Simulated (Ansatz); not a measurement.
# Al(111) slab, 5 layers: relaxing the cell for a phonon run

Aim: bring Al(111) slab, 5 layers to small forces and stress, as phonons need.

Method: DFT LDA, scalar-relativistic, plane waves, PAW; PAW set soft_1, in Ansatz 0.2.0.

### Step 1. Starting point

The cell holds 5 atoms: 5 Al. Cell: a = 2.857 Å, b = 2.857 Å, c = 22.330 Å, α = 90.0°, β = 90.0°, γ = 120.0°. Vacuum lies along c.

### Step 2. A coarse first look

A quick single point on a coarse mesh tells whether the cell has a gap and how far it is from rest, which sets the k mesh and smearing that follow.

The program solves this slab on a cell height of its own, 42.5 Å, in place of the one typed.

input.yaml

```yaml
crystal:
  lattice:
    - [2.85671, 0.0, 0.0]
    - [-1.42836, 2.47398, 0.0]
    - [0.0, 0.0, 22.32998]
  atoms:
    - { symbol: Al, position: [0.0, 0.0, 0.291088] }
    - { symbol: Al, position: [0.333333, 0.666667, 0.395544] }
    - { symbol: Al, position: [0.666667, 0.333333, 0.5] }
    - { symbol: Al, position: [0.0, 0.0, 0.604456] }
    - { symbol: Al, position: [0.333333, 0.666667, 0.708912] }
  periodic: [true, true, false]
kpoints:
  mp_grid: { grid: [9, 9, 1] }
hamiltonian:
  xc: lda
  pseudopotentials: { kind: paw, azcp: { folder: soft_1 }, xc_functional: pbe }
scf:
  occupations: { method: gaussian, width: 0.1 }
output:
  forces: true
  stress: true
  eigenvalues: true
```

The run is started by

```
$ ansatz run input.yaml --threads 4 --pin off --max-ram 16384MiB --backend cpu --events-out ev --progress --plain --runs-dir out
```

Numbers of over 12 decimals in the logs are rounded to 6 here.

Output:

```text
[...]
k-point 1: bands = [... 4 lower, -9.6505, -7.5882, -5.1937, -2.8504, -0.9824 (-0.9826°), 0.0184 (0.0031°), 0.5775, 1.0329, ... 1 higher]
  k-point 2: bands = [... 4 lower, -8.7813, -6.7574, -4.3823, -2.1554, -1.0931, -0.5972 (-0.5972°), -0.0139 (-0.0141°), 0.5129, ... 1 higher]
  k-point 11: bands = [... 4 lower, -6.7442, -6.7442, -5.8706, -5.8706, -5.3563, -4.5654, -3.6689, -3.6689, ... 1 higher]
  ° read free of the cell's end (the report's vacuum.weakly_bound_levels)
[key lines of the parts left out:]
SCF converged after 8 iterations
Free energy (F): -2563.404937 eV
Fermi energy:    -4.312713 eV
P = ½ c Tr σ = -7.0503 N/m
```

It took 1.4 s on 4 threads of Arm Neoverse V1, shared host; peak memory 0.47 GiB; 4.6 s of CPU time.

This step gave:

- gap on the k-mesh: 0 eV
- area per atom: 1.413 Å²

The coarse mesh shows no gap.

### Step 3. Bringing the structure to rest

The cell and atoms are relaxed, since residual forces and stress would shift the frequencies.

The program solves this slab on a cell height of its own, 42.5 Å, in place of the one typed.

input.yaml: that of step 2 with these lines changed.

```diff
@@ -13,3 +13,3 @@
 kpoints:
-  mp_grid: { grid: [9, 9, 1] }
+  mp_grid: { grid: [15, 15, 1] }
 hamiltonian:
@@ -23 +23,10 @@
   eigenvalues: true
+  write_density: true
+  write_potential: true
+  elf: true
+  volumetric_format: npy
+relax:
+  adjacent_minimum: "off"
+  f_tol: 0.005
+  max_steps: 80
+  cell: { stress_2d_tol: 0.02 }
```

Output:

```text
[...]
Crystal: 5 atoms, lattice volume = 300.084 Å³
Basis set: ecut = 420 eV, 5877 PW (Γ)
Bands: 13, of which v1, the nominal top of the filled ones, is band 8 counted from 1 (7 counted from 0)
Symmetry: 12 space group operations
[...]
k-points: 27 of 225
[...]
SCF iter   1: F=—  HF=-2564.243942 eV  |F-HF|=—  |Δ(HF+E_count)|=         —  Δρ=1.35e-2  dr2=5.76e0  ethr=3.10e-3  ⟨swp⟩=12.2  Hψ=3993  notcnv=0
[...]
SCF iter   9: F=-2563.489658 eV  HF=-2563.489658 eV  |F-HF|=4.55e-13  |Δ(HF+E_count)|=   1.75e-9  Δρ=4.84e-8  dr2=2.29e-11  ethr=5.03e-12  ⟨swp⟩=7.7  Hψ=2353  notcnv=0
SCF 1 converged in 9 iterations: F = -2563.489658 eV  dr2 = 2.29e-11
[...]
relax step   1: F+E_penalty+E_count = -2563.48965757 eV  Δ(F+E_penalty+E_count) = +0.000e0 eV  max|allowed force component| = 4.590e-2 eV/Å  Δτ_max = 0.0000 Å  P = -6.638 N/m  Ω = 300.084 Å³  fix = [c, alpha, beta]  reactions: c -0.000 N/m  (9 SCF iters, dr2 threshold 1.00e-7 eV, accepted)
Crystal: 5 atoms, lattice volume = 284.030 Å³
Basis set: ecut = 420 eV, 5613 PW (Γ)
[...]
iter 1 solved again at ethr=9.16e-4 eV; its pass at ethr=3.10e-3 eV (dr2=1.37e-1 eV) is discarded
[...]
SCF iter   7: F=-2563.580205 eV  HF=-2563.580205 eV  |F-HF|=9.03e-10  |Δ(HF+E_count)|=   2.11e-8  Δρ=3.33e-7  dr2=4.30e-10  ethr=6.49e-11  ⟨swp⟩=9.3  Hψ=2446  notcnv=0
SCF 2 converged in 7 iterations: F = -2563.580205 eV  dr2 = 4.30e-10
[...]
relax step   2: F+E_penalty+E_count = -2563.58020514 eV  Δ(F+E_penalty+E_count) = -9.055e-2 eV  max|allowed force component| = 5.456e-2 eV/Å  Δτ_max = 0.0187 Å  P = -0.722 N/m  Ω = 284.030 Å³  energy of the carried Pulay correction = +6.672e-4 eV  fix = [c, alpha, beta]  reactions: c -0.000 N/m  (7 SCF iters, dr2 threshold 5.00e-7 eV, accepted)
Crystal: 5 atoms, lattice volume = 279.732 Å³
Basis set: ecut = 420 eV, 5463 PW (Γ)
[...]
SCF iter   7: F=-2563.584318 eV  HF=-2563.584318 eV  |F-HF|=1.85e-10  |Δ(HF+E_count)|=   1.54e-8  Δρ=2.91e-7  dr2=3.39e-10  ethr=1.30e-10  ⟨swp⟩=9.3  Hψ=2447  notcnv=0
SCF 3 converged in 7 iterations: F = -2563.584318 eV  dr2 = 3.39e-10
relax step   3: F+E_penalty+E_count = -2563.58431806 eV  Δ(F+E_penalty+E_count) = -4.113e-3 eV  max|allowed force component| = 2.937e-2 eV/Å  Δτ_max = 0.0823 Å  P = +0.673 N/m  Ω = 279.732 Å³  energy of the carried Pulay correction = +8.521e-4 eV  fix = [c, alpha, beta]  reactions: c +0.000 N/m  (7 SCF iters, dr2 threshold 3.49e-7 eV, accepted)
[...]
relax step   4: F+E_penalty+E_count = -2563.58584845 eV  Δ(F+E_penalty+E_count) = -1.530e-3 eV  max|allowed force component| = 1.315e-2 eV/Å  Δτ_max = 0.0333 Å  P = -0.045 N/m  Ω = 281.778 Å³  energy of the carried Pulay correction = +7.638e-4 eV  fix = [c, alpha, beta]  reactions: c -0.000 N/m  (7 SCF iters, dr2 threshold 3.03e-7 eV, accepted)
[...]
relax step   5: F+E_penalty+E_count = -2563.58592079 eV  Δ(F+E_penalty+E_count) = -7.234e-5 eV  max|allowed force component| = 2.137e-3 eV/Å  Δτ_max = 0.0057 Å  P = -0.007 N/m  Ω = 281.597 Å³  energy of the carried Pulay correction = +7.716e-4 eV  fix = [c, alpha, beta]  reactions: c -0.000 N/m  (6 SCF iters, dr2 threshold 1.08e-8 eV, accepted)
[...]
relax step   6: F+E_penalty+E_count = -2563.58552466 eV  Δ(F+E_penalty+E_count) = +3.961e-4 eV  max|allowed force component| = 2.124e-3 eV/Å  Δτ_max = 0.0000 Å  P = -0.032 N/m  Ω = 281.597 Å³  fix = [c, alpha, beta]  reactions: c -0.000 N/m  stress off target by 3.18e-2 N/m on what of the cell is left free  SCF on the basis re-selected at this cell (its energy is not comparable with the rows above)  (5 SCF iters)
[...]
relax step   7: F+E_penalty+E_count = -2563.58552955 eV  Δ(F+E_penalty+E_count) = -4.887e-6 eV  max|allowed force component| = 2.552e-5 eV/Å  Δτ_max = 0.0007 Å  P = +0.001 N/m  Ω = 281.543 Å³  energy of the carried Pulay correction = +2.263e-6 eV  fix = [c, alpha, beta]  reactions: c +0.000 N/m  (5 SCF iters, dr2 threshold 6.78e-10 eV, accepted)
[...]
SCF iter   6: F=-2563.585527 eV  HF=-2563.585527 eV  |F-HF|=3.64e-12  |Δ(HF+E_count)|=  3.18e-12  Δρ=4.70e-9  dr2=1.03e-13  ethr=1.00e-12  ⟨swp⟩=11.5  Hψ=2632  notcnv=0
SCF 8 converged in 6 iterations: F = -2563.585527 eV  dr2 = 1.03e-13
relax step   8: F+E_penalty+E_count = -2563.58552733 eV  Δ(F+E_penalty+E_count) = +2.227e-6 eV  max|allowed force component| = 2.400e-5 eV/Å  Δτ_max = 0.0000 Å  P = +0.001 N/m  Ω = 281.543 Å³  fix = [c, alpha, beta]  reactions: c +0.000 N/m  stress off target by 6.09e-4 N/m on what of the cell is left free  SCF on the basis re-selected at this cell (its energy is not comparable with the rows above)  (6 SCF iters)
[...]
WARN: The output density's exchange-correlation potential varies sharply where the density is thin. Do not read a vacuum level from v_tot or v_xc, or from such a field of the output density. On a cell that repeats whose density bears no net charge and no dipole along the vacuum's axis use v_es (v_loc + v_h of the components); under efield.dipole_correction with no amplitude use v_es + v_field, which holds any externa [...]
SCF converged after 6 iterations
Free energy (F): -2563.585527 eV
[...]
Internal energy: -2563.573934 eV  (E = F + TS)
E sigma→0 (E₀):  -2563.579730 eV
Entropy (-TS):   -0.011594 eV (-2.319 meV/atom)
Fermi energy:    -4.217223 eV
[...]
--- Forces (eV/Å), atoms counted from 1 ---
  atom   1  Al    -0.00000000    -0.00000000    -0.00002181
  atom   2  Al    -0.00000000    -0.00000000    -0.00002400
  atom   3  Al     0.00000000    -0.00000000     0.00000000
  atom   4  Al     0.00000000     0.00000000     0.00002400
  atom   5  Al     0.00000000     0.00000000     0.00002181
  max |Σ_I F_I| component: 4.63e-18 eV/Å
--- 2D stress c σ (N/m, compression-positive) ---
        0.000609       0.000000      -0.000000
        0.000000       0.000609      -0.000000
       -0.000000      -0.000000       0.000000
  P = ½ c Tr σ = 0.0006 N/m
--- Band table (eV; the first three rows and the last of 27) ---
  k-point 0: bands = [... 4 lower, -10.3171, -8.1670, -5.8159, -3.4399, -1.4614 (-1.4615°), -0.3516 (-0.3629°), 0.2313, 0.6890, ... 1 higher]
  k-point 1: bands = [... 4 lower, -10.2051, -8.0603, -5.7094, -3.3347, -1.3545 (-1.3546°), -0.2400 (-0.2510°), 0.3437, 0.8018, ... 1 higher]
  k-point 2: bands = [... 4 lower, -9.8701, -7.7405, -5.3914, -3.0228, -1.0404 (-1.0405°), 0.0908 (0.0808°), 0.6761, 1.1350, ... 1 higher]
  k-point 26: bands = [... 4 lower, -6.5013, -6.5013, -5.7341, -5.7341, -5.2299, -4.5290, -3.3279, -3.3279, ... 1 higher]
  ° read free of the cell's end (the report's vacuum.weakly_bound_levels)
--- Relaxed structure (6 steps of the walk, 6 accepted, 2 SCFs on fresh bases) ---
  F+E_penalty+E_count = -2563.58552733 eV   max|allowed force component| = 2.400e-5 eV/Å   (the final SCF, on the basis selected at the relaxed cell)
  cell:  # Å, volume = 281.5429 Å³
    - [2.767050, 2.7961500301170267e-6, 0]
    - [-1.383527, 2.396334, 0]
    - [0, 0, 42.46000312704]
  atoms:
    - { symbol: Al, position: [1.4050489600618157e-18, -3.012655427273665e-17, 0.152157] }
    - { symbol: Al, position: [0.333333, 0.666667, 0.207540] }
    - { symbol: Al, position: [0.666667, 0.333333, 0.262953] }
    - { symbol: Al, position: [9.580119323346278e-19, -3.102062676332598e-17, 0.318367] }
    - { symbol: Al, position: [0.333333, 0.666667, 0.373750] }
```

Wall time 23 s (4 threads); peak memory 0.54 GiB; 90 s of CPU time.

Relaxation path:

```
step  energy less that of the first step (eV)  largest force component (eV/Å)  volume (Å³)
   1                                   0.0000                          0.0459       300.08
   2                                  -0.0905                          0.0546       284.03
   3                                  -0.0947                          0.0294       279.73
   4                                  -0.0962                          0.0132       281.78
   5                                  -0.0963                          0.0021       281.60
  6*                                  -0.0959                          0.0021       281.60
   7                                  -0.0959                          0.0000       281.54
  8*                                  -0.0959                          0.0000       281.54
```

Relaxation steps marked * repeat the geometry before them on a plane-wave basis chosen anew for their cell, so energy and pressure can jump there.

The run keeps the 12 symmetry operations that it works with, so distortions that break them were not tested.

```
cell as run  before  after  change
      a (Å)   2.857  2.767  -3.1 %
      b (Å)   2.857  2.767  -3.1 %
```

The atoms that moved most (Å, along periodic axes as changes of fractional coordinates times the final cell, across vacuum about the mean position):

```
atom     dx     dy      dz  length
 Al5  0.000  0.000   0.039   0.039
 Al1  0.000  0.000  -0.039   0.039
 Al2  0.000  0.000  -0.020   0.020
 Al4  0.000  0.000   0.020   0.020
```

Final coordinates:

```xyz
5
Lattice="2.7670 0.0000 0.0000 -1.3835 2.3963 0.0000 0.0000 0.0000 42.4600" Properties=species:S:1:pos:R:3
Al    0.0000    0.0000    6.4606
Al    0.0000    1.5976    8.8121
Al    1.3835    0.7988   11.1650
Al    0.0000    0.0000   13.5178
Al    0.0000    1.5976   15.8694
```

Numbers from this step:

```
area per atom : 1.326 Å²
```

Valence density in the ac plane at fractional y = 0.667, with atoms of Al within 0.2 Å of it. It is the smooth field of the valence electrons, not physical close to the nuclei.

Values in e/Å³, 24 rows by 14 columns, each cell a mean:
```
0.00 0.00 0.00 0.00 0.00 0.00 0.00 0.00 0.00 0.00 0.00 0.00 0.00 0.00
0.00 0.00 0.00 0.00 0.00 0.00 0.00 0.00 0.00 0.00 0.00 0.00 0.00 0.00
0.00 0.00 0.00 0.00 0.00 0.00 0.00 0.00 0.00 0.00 0.00 0.00 0.00 0.00
0.00 0.00 0.00 0.00 0.00 0.00 0.00 0.00 0.00 0.00 0.00 0.00 0.00 0.00
0.00 0.00 0.00 0.00 0.00 0.00 0.00 0.00 0.00 0.00 0.00 0.00 0.00 0.00
0.00 0.00 0.00 0.00 0.00 0.00 0.00 0.00 0.00 0.00 0.00 0.00 0.00 0.00
0.00 0.00 0.00 0.00 0.00 0.00 0.00 0.00 0.00 0.00 0.00 0.00 0.00 0.00
0.00 0.00 0.00 0.00 0.00 0.00 0.00 0.00 0.00 0.00 0.00 0.00 0.00 0.00
0.00 0.00 0.00 0.00 0.00 0.00 0.00 0.00 0.00 0.00 0.00 0.00 0.00 0.00
0.00 0.00 0.00 0.00 0.00 0.00 0.00 0.00 0.00 0.00 0.00 0.00 0.00 0.00
0.00 0.00 0.00 0.00 0.00 0.00 0.00 0.00 0.00 0.00 0.00 0.00 0.00 0.00
0.00 0.00 0.00 0.00 0.00 0.00 0.00 0.00 0.00 0.00 0.00 0.00 0.00 0.00
0.00 0.00 0.00 0.00 0.00 0.00 0.00 0.00 0.00 0.00 0.00 0.00 0.00 0.00
0.01 0.01 0.01 0.01 0.01 0.01 0.01 0.01 0.01 0.01 0.01 0.01 0.01 0.01
0.14 0.13 0.12 0.10 0.09 0.09 0.10 0.11 0.13 0.14 0.14 0.13 0.13 0.13
0.20 0.20 0.19 0.18 0.17 0.17 0.17 0.19 0.20 0.20 0.20 0.19 0.19 0.20
0.21 0.20 0.19 0.18 0.17 0.17 0.18 0.19 0.20 0.21 0.21 0.21 0.21 0.21
0.21 0.21 0.20 0.19 0.18 0.18 0.18 0.19 0.20 0.21 0.21 0.21 0.21 0.21
0.20 0.20 0.18 0.17 0.16 0.16 0.16 0.18 0.20 0.20 0.20 0.19 0.19 0.20
0.20 0.20 0.19 0.17 0.17 0.16 0.17 0.18 0.20 0.20 0.20 0.19 0.19 0.20
0.19 0.18 0.18 0.17 0.16 0.16 0.16 0.17 0.18 0.19 0.19 0.18 0.18 0.18
0.02 0.02 0.02 0.02 0.02 0.02 0.02 0.02 0.02 0.02 0.02 0.02 0.02 0.02
0.00 0.00 0.00 0.00 0.00 0.00 0.00 0.00 0.00 0.00 0.00 0.00 0.00 0.00
0.00 0.00 0.00 0.00 0.00 0.00 0.00 0.00 0.00 0.00 0.00 0.00 0.00 0.00
```
Columns run along a (2.8 Å), rows up along c (42.5 Å). Atoms in or near the plane, at fractional coordinates: Al at (0.33, 0.21), Al at (0.33, 0.37).

Electrostatic potential energy in the ac plane at fractional y = 0.667, with atoms of Al within 0.2 Å of it. With pseudopotentials it is smooth inside the atoms' cores, unlike the true potential.

Ten even steps from '0' (-14 eV) to '9' (0 eV), each cell a mean:
```
99999999999999
99999999999999
99999999999999
99999999999999
99999999999999
99999999999999
99999999999999
99999999999999
99999999999999
99999999999999
99999999999999
99999999999999
99999999999999
99999999999999
52234432246777
42234432235565
24577776531000
24677776420000
32134431135665
42234432235555
24677776531001
99999999999999
99999999999999
99999999999999
```
Columns run along a (2.8 Å; values clipped at the 3rd and 97th percentile), rows up along c (42.5 Å). Atoms in or near the plane, at fractional coordinates: Al at (0.33, 0.21), Al at (0.33, 0.37).

ELF in the ac plane at fractional y = 0.667, with atoms of Al within 0.2 Å of it. It is the smooth field of the valence electrons, not physical close to the nuclei.

Ten even steps from '0' (0.00) to '9' (0.66), each cell a mean:
```
00000000000000
00000000000000
00000000000000
00000000000000
00000000000000
00000000000000
00000000000000
00000000000000
00000000000000
00000000000000
00000000000000
00000000000000
00000000000000
11111111110000
98756656899888
87766666788778
88776677888888
88877777888888
87656656788778
87666656788778
99988889999999
22211112222222
00000000000000
00000000000000
```
Columns run along a (2.8 Å), rows up along c (42.5 Å). Atoms in or near the plane, at fractional coordinates: Al at (0.33, 0.21), Al at (0.33, 0.37).

(Continued in part 2 of 2.)

[Logs are printed without paths, hosts, clocks, repeated set-up lines and the standing remarks that a program may print on its own settings, such as how far it seeks lower states.]

[Hosts, paths, dates, database ids (printed as entryN), source tags and the programs' standing remarks are cut or masked in the printed files.]
